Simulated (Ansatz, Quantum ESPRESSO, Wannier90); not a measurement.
# zigzag Ti chain, bond 2.30 Å, width 0.8 Å: Wannier functions and conductance, part 5 of 5

Aim: a Wannier model and the conductance steps that follow from it, for this wire: zigzag Ti chain, bond 2.30 Å, width 0.8 Å.

Quantum ESPRESSO 7.5 and Wannier90 3.1.0; plane-wave DFT, PBE, GBRV ultrasoft pseudopotentials; cross-check by Ansatz 0.2.0 with PAW datasets.

So far. Step 6 (Wannier functions and transport): Bands and channels are those of the Wannier model: bands that were not projected, and all outside the frozen window, are missing or only approximate. Step 6 (Wannier functions and transport): At least 2 of the functions sit far from every atom, off the bonds: the outer window has let in states of the vacuum, so the basis is not the atomic one that was projected.

### 10. Cross-check with Ansatz

A second code with its own PAW datasets, on the same atoms.

Level of this step: plane-wave DFT, PBE, Ansatz PAW (Ansatz 0.2.0).

File input.yaml:

```yaml
crystal:
  lattice:
    - [9.0, 0.0, 0.0]
    - [0.0, 8.0, 0.0]
    - [0.0, 0.0, 4.3127717306]
  atoms:
    - { symbol: Ti, position: [-0.0444444444, 0.0, 0.0] }
    - { symbol: Ti, position: [0.0444444444, 0.0, 0.5] }
kpoints:
  mp_grid: { grid: [1, 1, 16] }
hamiltonian:
  xc: pbe
scf:
  occupations: { method: fermi_dirac, width: 0.05 }
  convergence: { dr2_threshold: 1.0e-08 }
output:
  transmission:
    leads: [[0, 0]]
    e_range: [-4.0, 2.0]
    de: 0.05
    kmesh: [1, 1]
    reduced_basis: true
```

Command:

```console
> ansatz run input.yaml --threads 2 --pin off --max-ram 4096MiB --backend cpu --events-out ev --progress --plain --runs-dir out
```

Numbers of over 12 decimals in the logs are rounded to 6 here.

Output:

```text
Engine: ansatz 0.2.0, aarch64-unknown-linux-gnu
Pseudopotentials: kind: paw
Pseudopotential: Ti, paw, valence charge 12, recommended cutoff 420 eV (normal), Ti.paw.azcp
Functional definition: PBE
  parameter kappa = 0.804
  parameter beta = 0.066725
  exchange = pbe_x(kappa = kappa, mu = beta*pi^2/3)
  correlation = pbe_c(beta = beta)
Crystal: 2 atoms, lattice volume = 310.520 Å³
Basis set: ecut = 420 eV, 6087 PW (Γ)
Bands: 16, of which v1, the nominal top of the filled ones, is band 12 counted from 1 (11 counted from 0)
Symmetry: 8 space group operations
Space group: Pmma (ITA 51), of the structure as read, at distance tolerance 6.8e-5 Å
k-points: 9 of 16
Non-local potential: Ti, projectors of the file, l = 0: 3, l = 1: 2, l = 2: 3, l = 3: 1
PAW form: soft (Blöchl's): semilocal exchange-correlation on the pseudo side does not see the compensation charge
PAW one-centre angular grid: Ti, 590 points (default); XC on 64 Gauss nodes
Initial density: superposition of atomic densities (neutral atoms: chi_scale 0, normalization atom), corrected by the library's trained network
Initial wavefunctions: pseudopotential atomic-orbital guess
Functional: x = pbe(κ = 0.804, μ = 0.219515), c = pbe(β = 0.066725)
SCF iter   1: F=—  HF=-4992.457252 eV  |F-HF|=—  |Δ(HF+E_count)|=         —  Δρ=4.45e-3  dr2=4.28e-2  ethr=1.77e-3  ⟨swp⟩=6.3  Hψ=759  notcnv=0
preconditioner: auto → LDOS  [metal: Δε(μ)=0.052 eV  Ē_g=1.556 eV  σ=0.050 eV  W_gap=0.25  n_scr=30 (ndim 8)  ℏωp=6.0 eV  f_vac=0.645  D(μ)=4.28/eV (n_scr^D=14)  β→1.0]
SCF iter   2: F=—  HF=-4992.505709 eV  |F-HF|=—  |Δ(HF+E_count)|=   4.85e-2  Δρ=1.94e-3  dr2=9.22e-3  ethr=1.78e-4  ⟨swp⟩=3.4  Hψ=368  notcnv=0
SCF iter   3: F=—  HF=-4992.505880 eV  |F-HF|=—  |Δ(HF+E_count)|=   1.71e-4  Δρ=8.91e-4  dr2=2.13e-3  ethr=3.84e-5  ⟨swp⟩=2.1  Hψ=286  notcnv=0
SCF iter   4: F=—  HF=-4992.505942 eV  |F-HF|=—  |Δ(HF+E_count)|=   6.21e-5  Δρ=3.65e-4  dr2=2.73e-4  ethr=8.88e-6  ⟨swp⟩=2.6  Hψ=264  notcnv=0
SCF iter   5: F=—  HF=-4992.505983 eV  |F-HF|=—  |Δ(HF+E_count)|=   4.14e-5  Δρ=9.30e-5  dr2=3.22e-5  ethr=1.14e-6  ⟨swp⟩=3.0  Hψ=277  notcnv=0
SCF iter   6: F=—  HF=-4992.505995 eV  |F-HF|=—  |Δ(HF+E_count)|=   1.16e-5  Δρ=2.02e-5  dr2=2.66e-6  ethr=1.34e-7  ⟨swp⟩=2.1  Hψ=198  notcnv=0
SCF iter   7: F=—  HF=-4992.506035 eV  |F-HF|=—  |Δ(HF+E_count)|=   3.98e-5  Δρ=1.52e-5  dr2=5.12e-7  ethr=1.11e-8  ⟨swp⟩=2.0  Hψ=237  notcnv=0
SCF iter   8: F=—  HF=-4992.506035 eV  |F-HF|=—  |Δ(HF+E_count)|=   6.39e-8  Δρ=1.83e-6  dr2=1.29e-8  ethr=2.13e-9  ⟨swp⟩=2.0  Hψ=236  notcnv=0
SCF iter   9: F=-4992.506035 eV  HF=-4992.506035 eV  |F-HF|=2.13e-10  |Δ(HF+E_count)|=   2.85e-8  Δρ=7.95e-7  dr2=2.74e-9  ethr=4.17e-11  ⟨swp⟩=3.1  Hψ=344  notcnv=0
SCF 1 converged in 9 iterations: F = -4992.506035 eV  dr2 = 2.74e-9
  greatest PAW one-centre occupation: 0.999 electrons in one spin orbital (limit 2), on the Ti atom at site 1 (counted from 0), in its partial waves of l = 0
transmission: 6 of 36 steps passed
transmission: 12 of 36 steps passed
[...]
transmission: 36 of 36 steps passed
SCF converged after 9 iterations
Free energy (F): -4992.506035 eV
Harris-Foulkes:  -4992.506035 eV  (|F-HF|=2.13e-10)
Internal energy: -4992.471406 eV  (E = F + TS)
E sigma→0 (E₀):  -4992.488720 eV
Entropy (-TS):   -0.034628 eV (-17.314 meV/atom)
Fermi energy:    -1.380229 eV
--- Per-component energies (eV) ---
  E_band       = -662.046954
  E_kinetic    = 546.912086
  E_local      = -5471.889300  (includes V_loc(G=0)·N_el)
  E_nonlocal   = 26.305354
  E_hartree    = 2411.672279
  E_xc         = -189.412659
  E_vxc        = -236.335914  (∫ρ·V_xc dr)
  E_paw        = -2100.505345  (= ΣΔE_a)
  E_vpaw       = -350.381382  (= ΣTr[D̂ρ^β])
  E_aug_tail   = 0.000245  (compensation charges beyond the density's cutoff)
  E_ewald      = -215.554066
  E_smearing   = -0.034628  (= −TS)
  E_closure    = 0.000000  (closes the sum)
  Σ components = -4992.506035   (vs F -4992.506035, Δ=0.00e0)
--- Band table (eV; the first three rows and the last of 9) ---
  k-point 0: bands = [... 8 lower, -3.6943, -2.2029, -1.6667, -1.1751, -1.0383, -0.8606, -0.6601, -0.6012]
  k-point 1: bands = [... 8 lower, -3.6543, -2.2023, -1.6856, -1.2481, -1.0588, -1.0038, -0.6274, -0.4029]
  k-point 2: bands = [... 8 lower, -3.5351, -2.1968, -1.7740, -1.4309, -1.2093, -0.9053, -0.7054, -0.0460]
  k-point 8: bands = [... 8 lower, -2.4514, -2.4514, -1.7095, -1.7095, -1.3278, -1.3278, -0.4242, -0.4242]
--- Transmission ---
  basis      : 629 plane waves across, 6 finite elements along
  points     : 1, standing for a mesh of 1 x 1
  energies   : 121 from -4.000000 to 2.000000 eV about the Fermi level, 0.050000 eV apart; the leads are filled to 0.000000 eV, and channels, transmission and decay are at 0.000000 eV
  crystal 0  : Ti2, at the sites [0, 0], period 4.3128 Å: whole cells are its period
    offset         : up to 0.0000 Å between an atom of the period and one for which it stands
    channels       : 3.000000e0 a spin
    conductance    : none, the energies end too early or step too widely for 300 K: set another output.transmission.e_range or a lower de, or, where they end at an eighth of basis.ecutwfc, a higher one
```

Elapsed: 39 s, on 2 threads of Arm Neoverse V2, shared host; peak memory 0.6 GiB.

Numbers from this step:

| Property | Result |
| --- | --- |
| free energy | -4992.5060 eV |
| energy at zero smearing | -4992.4887 eV |
| smearing term TS | 0.03463 eV |
| Fermi energy | -1.380 eV |
| symmetry operations | 8 |
| lead channels at the Fermi level, one spin | 3 |

Per spin. Table of open channels by energy, zero at the Fermi level:

```
energy (eV)  open channels
    -2.5000              0
    -2.2500              1
    -2.0000              1
    -1.7500              1
    -1.5000              1
    -1.2500              1
    -1.0000              1
    -0.7500              4
    -0.5000              4
    -0.2500              3
     0.0000              3
     0.2500              4
     0.5000              5
     0.7500              5
     1.0000              4
     1.2500              4
     1.5000              5
     1.7500              4
     2.0000              1
```

### 11. The arithmetic

3 channels × 77.48 µS = 232 µS, a two-terminal resistance of 12.906/3 = 4.30 kΩ whatever the wire's length, as long as nothing scatters.

### 12. Summary of results

| Quantity | Value |
| --- | --- |
| open channels at the Fermi level, per spin | 3 |
| total spread | 36.1 Å² |
| gauge-invariant spread | 29.0 Å² |
| largest band misfit in the frozen window | 0.00514 eV |
| channels at the Fermi level by Ansatz | 3 |

What this shows: The wire offers 3 channels per spin at the Fermi level. Between -4 and 1.5 eV the channel count from Wannier functions equals that from Ansatz's layer matching at 97 % of the energies; outside the frozen window the Wannier bands are not held to the plane-wave ones. Each plane-wave level in the frozen window has a Wannier level within 0.01 eV; this test doesn't see extra bands that a model may add. At least one function lies in the vacuum, so the spreads don't describe atomic orbitals, though the frozen bands are still reproduced. The wire is perfect, so the conductance only counts bands: each channel, with its partner of the other spin, carries G₀ = 2e²/h. It was run without spin polarisation, which was not tested. It is as built, with forces up to 0.6 eV/Å; relaxing the bonds would move the band edges.

[Logs are printed without paths, hosts, clocks, repeated set-up lines and the standing remarks that a program may print on its own settings, such as how far it seeks lower states.]

[Hosts, paths, dates, database ids (printed as entryN), source tags and the programs' standing remarks are cut or masked in the printed files.]

[Maps of the electrostatic potential energy from Ansatz leave out the sawtooth potential of an applied field or a dipole correction, so their vacuum need not be flat; planar profiles and work functions include it.]
